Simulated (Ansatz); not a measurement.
## Formation energy and levels of the vacancy V_K (site 1) in K3BrCl2 (P-3m1)

Charge states of V_K (site 1) in K3BrCl2 (P-3m1), set against the band edges. Model: a cell of 54 host atoms with 1 K taken out.

Method: place-levels on PBEsol runs: charge-transition levels and formation energies with image-charge correction and potential alignment at the atomic sites, in Ansatz 0.2.0.

This is a report of a sequence of runs, with most program output left out.

### 1. The structure

The cell holds 53 atoms: 26 K, 9 Br and 18 Cl. Its edges and angles: a = 13.448 Å, b = 13.448 Å, c = 11.001 Å, α = 90.0°, β = 90.0°, γ = 120.0°. It derives from K3BrCl2 (space group P-3m1). Nearest the centre at fractional (0.667, 0.667, 0.500): Cl47 at 3.14 Å, Cl36 at 3.14 Å, Cl30 at 3.14 Å, Cl29 at 3.14 Å, Cl52 at 3.14 Å, Cl53 at 3.14 Å, K44 at 4.39 Å, K33 at 4.39 Å.

Structure file:

```xyz
53
Lattice="13.4481 0.0000 0.0000 -6.7240 11.6464 0.0000 0.0000 0.0000 11.0008" Properties=species:S:1:pos:R:3 pbc="T T T"
K     0.0000    0.0000    5.5004
K     0.0000    2.5881    1.9516
K     2.2413    1.2940    9.0493
Br    0.0000    0.0000    0.0000
Cl    0.0000    2.5881    7.2760
Cl    2.2413    1.2940    3.7249
K    -2.2413    3.8821    5.5004
K    -2.2413    6.4702    1.9516
K     0.0000    5.1762    9.0493
Br   -2.2413    3.8821    0.0000
Cl   -2.2413    6.4702    7.2760
Cl    0.0000    5.1762    3.7249
K    -4.4827    7.7643    5.5004
K    -4.4827   10.3524    1.9516
K    -2.2413    9.0583    9.0493
Br   -4.4827    7.7643    0.0000
Cl   -4.4827   10.3524    7.2760
Cl   -2.2413    9.0583    3.7249
K     4.4827    0.0000    5.5004
K     4.4827    2.5881    1.9516
K     6.7240    1.2940    9.0493
Br    4.4827    0.0000    0.0000
Cl    4.4827    2.5881    7.2760
Cl    6.7240    1.2940    3.7249
K     2.2413    3.8821    5.5004
K     2.2413    6.4702    1.9516
K     4.4827    5.1762    9.0493
Br    2.2413    3.8821    0.0000
Cl    2.2413    6.4702    7.2760
Cl    4.4827    5.1762    3.7249
K     0.0000    7.7643    5.5004
K     0.0000   10.3524    1.9516
K     2.2413    9.0583    9.0493
Br    0.0000    7.7643    0.0000
Cl    0.0000   10.3524    7.2760
Cl    2.2413    9.0583    3.7249
K     8.9654    0.0000    5.5004
K     8.9654    2.5881    1.9516
K    11.2067    1.2940    9.0493
Br    8.9654    0.0000    0.0000
Cl    8.9654    2.5881    7.2760
Cl   11.2067    1.2940    3.7249
K     6.7240    3.8821    5.5004
K     6.7240    6.4702    1.9516
K     8.9654    5.1762    9.0493
Br    6.7240    3.8821    0.0000
Cl    6.7240    6.4702    7.2760
Cl    8.9654    5.1762    3.7249
K     4.4827   10.3524    1.9516
K     6.7240    9.0583    9.0493
Br    4.4827    7.7643    0.0000
Cl    4.4827   10.3524    7.2760
Cl    6.7240    9.0583    3.7249
```

Known beforehand: the electronic dielectric constant, 2.47, and the static one, 5.30, from a response run on this crystal (DFPT, PBEsol) at that run's own cell.

The cell's shortest repeat is 11.0 Å.

### 2. The runs of each charge state

A transition level is the Fermi level at which two charge states cost the same, so each charge needs its own total energy, at its own relaxed structure.

Each atom starts 0.05 Å or so off its site in a random direction: a symmetric start keeps its symmetry, and would miss off-centre moves and Jahn–Teller distortions. Forces are taken at one point at (¼, ¼, ¼). The cell holds 1 electron more than the neutral one, with a uniform background that keeps it neutral on the whole.

The sampling was tested on the host first: at the k-points planned (1x1x1 shifted 0.25 0.25 0.25) its energy lies 0.000 eV an atom from the dense-mesh value, under the bound of 0.02 eV set for this test; that bounds the host's error, not the defect's.

One state's input; the others differ in charge, spin, start and seed, and in occupations where the table says so.

Input file qm1.relax/input.yaml:

```yaml
crystal:
  lattice:
    - [4.48269932, 3.0e-08, 0.0]
    - [-2.24134968, 3.88213147, 0.0]
    - [0.0, 0.0, 11.00083486]
  atoms:
    - { symbol: K, position: [0.0, 0.0, 0.5] }
    - { symbol: K, position: [0.33333333, 0.66666667, 0.17740122] }
    - { symbol: K, position: [0.66666667, 0.33333333, 0.82259878] }
    - { symbol: Br, position: [0.0, 0.0, 0.0] }
    - { symbol: Cl, position: [0.33333333, 0.66666667, 0.6614024] }
    - { symbol: Cl, position: [0.66666667, 0.33333333, 0.3385976] }
  supercell: [3, 3, 1]
  defects: [{ vacancy: 48 }]
total_charge: -1
basis:
  ecutwfc: 420
  xc_grid: 2
hamiltonian:
  xc: pbesol
kpoints:
  mp_grid: { grid: [1, 1, 1], shift: [0.25, 0.25, 0.25] }
scf:
  occupations: { method: fixed }
  max_iter: 60
output:
  forces: true
  charged_corrections: { epsilon: 2.47, static_epsilon: 5.3 }
relax:
  f_tol: 0.02
  max_steps: 80
  random_displacement: { amplitude: 0.05, seed: 1760 }
checkpoint:
  write: "../qm1.relax.run"
  compress: false
  write_wavefunctions: true
  write_every: 100000
```

Launch:

```bash
$ ansatz run input.yaml --threads 4 --pin off --max-ram 14131MiB --backend cpu --events-out ev --progress --plain --runs-dir out
```

Defect states can disperse in a cell of this size, so the energy is taken again at a 2×2×2 shifted mesh, on the relaxed structure.

The run of this state that the levels use, under PBEsol:

Input file qm1.point/input.yaml:

```yaml
crystal:
  checkpoint: "../qm1.relax.run"
  host: checkpoint
total_charge: -1
basis:
  ecutwfc: 420
  xc_grid: 2
hamiltonian:
  xc: pbesol
kpoints:
  mp_grid: { grid: [2, 2, 2], shift: [0.5, 0.5, 0.5] }
scf:
  occupations: { method: fermi_dirac, width: 0.01 }
  max_iter: 60
output:
  forces: true
  eigenvalues: true
  charged_corrections:
    epsilon: 2.47
    static_epsilon: 5.3
    defect_position: [0.666667, 0.666667, 0.5]
  eigenstates: { localisation: true }
  populations: true
  band_densities: [{ bands: [v1, v1] }, { bands: [c1, c1] }]
  write_density: true
  write_potential: true
  volumetric_format: npy
checkpoint:
  read: "../qm1.relax.run"
  write: "../qm1.point.run"
  compress: false
  write_wavefunctions: false
  write_every: 100000
```

Relaxations under PBEsol at one point at (¼, ¼, ¼); times on 4 threads of Arm Neoverse V1, shared host:

```csv
charge,moment (μB),occupations,outcome,steps,largest displacement against the far atoms (Å),time
−1,0,fixed,converged,4,0.20,77 s
0,1,fixed,not converged,-,-,2.6 min
0,1,fermi-dirac,converged,4,0.20,5.4 min
+1,0,fixed,not converged,-,-,68 s
+1,0,fermi-dirac,converged,4,0.20,2.4 min
+1,2,fixed,converged,5,0.21,6.8 min
```

Single points under PBEsol at a 2×2×2 shifted mesh; times on 4 threads of Arm Neoverse V1, shared host:

```csv
charge,moment (μB),occupations,outcome,time
−1,0,fermi-dirac,converged,2.7 min
0,1,fermi-dirac,converged,6.8 min
+1,0,fermi-dirac,converged,3.3 min
+1,2,fermi-dirac,converged,6.2 min
```

Distances (Å) from the ideal centre to the nearest atoms after relaxation with PBEsol:

```csv
charge,moment (μB),1.,2.,3.,4.,5.,6.
−1,0,Cl 3.33,Cl 3.34,Cl 3.34,Cl 3.34,Cl 3.34,Cl 3.34
0,1,Cl 3.33,Cl 3.34,Cl 3.34,Cl 3.34,Cl 3.34,Cl 3.34
+1,0,Cl 3.32,Cl 3.33,Cl 3.33,Cl 3.34,Cl 3.34,Cl 3.34
+1,2,Cl 3.32,Cl 3.32,Cl 3.34,Cl 3.35,Cl 3.35,Cl 3.36
```

### 3. Levels against the band edges, PBEsol

A charged cell interacts with its images and the background, and its potential has another zero than the host's. place-levels removes the first by a point-charge model, screened by the static dielectric constant since the ions have relaxed around the charge, and the second by comparing potentials at atoms far from the defect.

The host is a run of the defect-free crystal in the same cutoffs, grids and k-points, so that basis and sampling errors cancel in part in the differences. The host is run in a cell of 6 atoms on a matching mesh. Its band edges are searched through the zone by a band path, so the gap is smaller than, or equal to, that on the mesh. Chemical potentials are energies per atom of K (bcc), run with the same functional and cutoff.

Input file levels.point.yaml:

```yaml
host:
  run: host.point.run
states: [qm1.point.run, q0_M1.point.run, qp1.point.run, qp1_M2.point.run]
geometry_from:
  qm1.point.run: qm1.relax.run
  q0_M1.point.run: q0_M1.relax_smeared.run
  qp1.point.run: qp1.relax_smeared.run
  qp1_M2.point.run: qp1_M2.relax.run
  host.point.run: host.relax.run
chemical_potentials:
  K:
    energy: -1516.029766
    dataset: <sha256 of the dataset>
epsilon: 2.47
static_epsilon: 5.3
vertical:
  - { from: qm1.point.run, to: qm1.point_neutral.run }
  - { from: qp1.point.run, to: qp1.point_neutral.run }
  - { from: qp1_M2.point.run, to: qp1_M2.point_neutral.run }
```

Launch:

```bash
$ ansatz place-levels levels.point.yaml -- --threads 4 --pin off --max-ram 14131MiB
```

It took 0.44 s on 4 threads of Arm Neoverse V1, shared host.

Under PBEsol the gap is 4.54 eV, (+1/0) 0.00 (with band filling), (0/−1) 0.12 eV.

Levels between the charges placed, in eV above the valence top:

```csv
,gap (eV),(+1/0),(0/−1)
PBEsol,4.54,0.00,0.12
```

Corrections by state:

```csv
charge,moment (μB),image terms and alignment (eV),band filling (eV),ε used,"over the lowest of its charge, as the program ranks them, band filling apart (eV)"
+1,2.0,-0.134,-0.330,5.30,0.000
0,1.0,0.000,-,-,0.000
−1,0.0,0.443,-,5.30,0.000
+1,0.0,-0.138,-,5.30,0.004
```

The charged structures listed were also run neutral, and place-levels reads from each pair, by the potential or the spins, how wide the charge is by which they differ; that can be the carrier of either run.

```csv
charge,rms radius (Å),spread where it is widest against the cell (Å),wide from (Å),reading
+1,6.0,3.83,2.02,wide
−1,6.0,4.04,2.02,wide
```

The neutral runs of these pairs need not share the spin of the lowest neutral state, and very wide values only mean spread over the cell.

From the program's caveats on the states, each cut to its opening words:

- charge +1 (2 μB): it parts from the run at its places by a charge that spreads by about 3.8 Å along one vector (2 Å or more is wide), by its potential at epsilon 2.47, taken for [...]
- charge +1 (2 μB): a band-filling correction moves a carrier to the host's band edge, which changes its energy by -0.330 eV
- charge +1 (2 μB): its alignment with the host at atomic sites is doubtful: the mean over the far sites moves by +0.0805 eV from their farther parts to their nearer, more than [...]
- charge +1 (2 μB): its displacements don't fall off away from the defect: farther atoms stand 0.083 Å off the host's places
- charge 0 (1 μB): its alignment with the host at atomic sites is doubtful: the mean over the far sites moves by +0.0806 eV from their farther parts to their nearer, more than [...]
- charge 0 (1 μB): its displacements don't fall off away from the defect: farther atoms stand 0.071 Å off the host's places
- charge −1, +1: it parts from the run at its places by a charge that spreads by about 4 Å along one vector (2 Å or more is wide), by its potential at epsilon 2.47, taken for [...]
- charge −1: its alignment with the host at atomic sites is doubtful: the mean over the far sites moves by +0.0932 eV from their farther parts to their nearer, more than [...]
- charge −1: its displacements don't fall off away from the defect: farther atoms stand 0.063 Å off the host's places
- charge +1: its alignment with the host at atomic sites is doubtful: the mean over the far sites moves by +0.0912 eV from their farther parts to their nearer, more than [...]
- charge +1: its displacements don't fall off away from the defect: farther atoms stand 0.073 Å off the host's places

Chemical potentials of the elements' reference phases, run alike. Formation energies (elemental references), with the Fermi level at the valence top and at the conduction bottom (gap 4.54 eV):

```csv
charge,at valence top (eV),at conduction bottom (eV),correction included (eV)
+1,5.04,9.58,-0.46
0,5.04,5.04,0.00
−1,5.16,0.62,0.44
```

Fermi level (eV), lowest formation energy (eV) and a bar from the least value:
```
     0.00       5.04 ##############################
     0.41       4.75 ############################
     0.82       4.34 #########################
     1.24       3.92 ######################
     1.65       3.51 ####################
     2.06       3.10 #################
     2.48       2.68 ##############
     2.89       2.27 ###########
     3.30       1.86 ########
     3.72       1.44 ######
     4.13       1.03 ###
     4.54       0.62
```

### 4. Levels against the band edges, r2SCAN

r2SCAN on the same structure is run to see how far the result rests on the functional, though not on the errors that semilocal functionals share; the sampling changes too, to one point at (¼, ¼, ¼), so differences hold both changes.

Input file qm1.r2scan/input.yaml:

```yaml
crystal:
  checkpoint: "../qm1.relax.run"
  host: checkpoint
total_charge: -1
basis:
  ecutwfc: 500
  xc_grid: 2
hamiltonian:
  xc: r2scan
kpoints:
  mp_grid: { grid: [1, 1, 1], shift: [0.25, 0.25, 0.25] }
scf:
  occupations: { method: fermi_dirac, width: 0.01 }
  max_iter: 60
output:
  forces: true
  eigenvalues: true
  charged_corrections:
    epsilon: 2.47
    static_epsilon: 5.3
    defect_position: [0.666667, 0.666667, 0.5]
checkpoint:
  write: "../qm1.r2scan.run"
  compress: false
  write_wavefunctions: false
  write_every: 100000
```

The job ended after 58 s (4 threads; peak memory 3.5 GiB; 3.7 min of CPU time).

Input file levels.r2scan.yaml:

```yaml
host:
  run: host.r2scan.run
  levels_from: { run: edges.r2scan.run }
states: [qm1.r2scan.run, q0_M1.r2scan.run, qp1.r2scan.run, qp1_M2.r2scan.run]
geometry_from:
  qm1.r2scan.run: qm1.relax.run
  q0_M1.r2scan.run: q0_M1.relax_smeared.run
  qp1.r2scan.run: qp1.relax_smeared.run
  qp1_M2.r2scan.run: qp1_M2.relax.run
  host.r2scan.run: host.relax.run
chemical_potentials:
  K:
    energy: -1542.480493
    dataset: <sha256 of the dataset>
```

Launch:

```bash
$ ansatz place-levels levels.r2scan.yaml -- --threads 4 --pin off --max-ram 14131MiB
```

Elapsed: 0.26 s, on 4 threads.

Under r2SCAN the gap is 5.31 eV, (+1/0) 0.00 (with band filling), (0/−1) 0.10 eV; the stage before (PBEsol, at other k-points) gave a gap of 4.54 eV and levels within 0.02 eV of these.

### 5. A changed set-up

The levels are placed again with one choice changed, to see how much they rest on it.

levels.try0.yaml is levels.point.yaml with these lines changed:

```diff
-epsilon: 2.47
-static_epsilon: 5.3
+epsilon: 500.0
+static_epsilon: 500.0
```

Launch:

```bash
$ ansatz place-levels levels.try0.yaml -- --threads 4 --pin off --max-ram 14131MiB
```

The change: a very large dielectric constant, which removes the point-charge term and changes the alignment.

Levels in eV above the valence top; the changed ones are not the defect's:

```csv
,gap (eV),(+1/0),(0/−1)
changed,4.54,0.00,0.00
as set up,4.54,0.00,0.12
```

The largest shift is 0.12 eV, band-filling terms included.

### 6. What a wrong or other choice does

In this try the input is made faulty on purpose, to show what that does.

Another version of the file is tried.

levels.try1.yaml is levels.point.yaml with these lines changed:

```diff
+defect_position:
+  qm1.point.run: [0.1667, 0.1667, 0.0]
+  qp1.point.run: [0.1667, 0.1667, 0.0]
+  qp1_M2.point.run: [0.1667, 0.1667, 0.0]
```

Launch:

```bash
$ ansatz place-levels levels.try1.yaml -- --threads 4 --pin off --max-ram 14131MiB
```

The change: the charge placed away from the defect.

The command refused this file.

### 7. Side by side

Levels between neighbouring charges, in eV above each run's own valence top:

```csv
,gap (eV),(+1/0),(0/−1),CPU time a state at this stage (restarts are quicker than cold starts)
"PBEsol, 2×2×2 shifted mesh",4.54,0.00,0.12,18 min
"r2SCAN on PBEsol structures, (¼, ¼, ¼)",5.31,0.00,0.10,13 min
```

### 8. What came out

| Item | Value |
| --- | --- |
| gap of the host | 4.54 eV (PBEsol) |
| level (plus 1/0) | 0.00 eV above the valence top (-0.33 eV above the valence top without the band-filling term) |
| level (0/minus 1) | 0.12 eV above the valence top |
| lowest of the charges placed, just above the valence top (0.02 eV) | 0 |
| lowest of the charges placed, just below the conduction bottom (0.02 eV) | −1 |
| lowest formation energy at mid-gap of the charges run, elemental references | 2.89 eV |

What this shows: Of the charges placed (−1, 0 and +1), the lowest changes at 0.12 eV (0/−1) above the valence top, in a gap of 4.54 eV. (0/−1) lies nearer to a band edge than the share of the finite-size correction in it (0.44 eV), and that correction holds for a localised charge alone. (0/−1) lies 0.12 eV from a band edge, less than the doubt on such levels. Charges below −1 were not placed, so these runs say nothing of levels that involve them. States placed: +1 at 2 μB and 0 μB; 0 at 1 μB; −1 at 0 μB. Other spin states or structures, where not listed, weren't placed. The program finds carriers beyond a band edge of the host and adds a band-filling term at charge +1 (-0.33 eV); steps to such a charge show no bound level, and a defect level inside a band would be read the same way. The program doubts the alignment of potentials for at least one state, a sign that the cell is small. Keep in mind: PBEsol makes the gap too small and tends to spread out bound carriers; where a gas molecule sets a chemical potential or the host's formation energy, its binding is uncorrected.

[Logs are printed without paths, hosts, clocks, repeated set-up lines and the standing remarks that a program may print on its own settings, such as how far it seeks lower states.]

[Hosts, paths, dates, database ids (printed as entryN), source tags and the programs' standing remarks are cut or masked in the printed files.]

[Where a table of states has a column of steps, it counts the stored structures, which are thinned; the runs took as many ionic steps or more.]

[A defect's name tells the site on which it was built; relaxed atoms can leave that site.]

[For some hosts the program warned that the k-mesh of the response run may be too coarse for force constants and the static dielectric constant; such warnings are not shown here.]
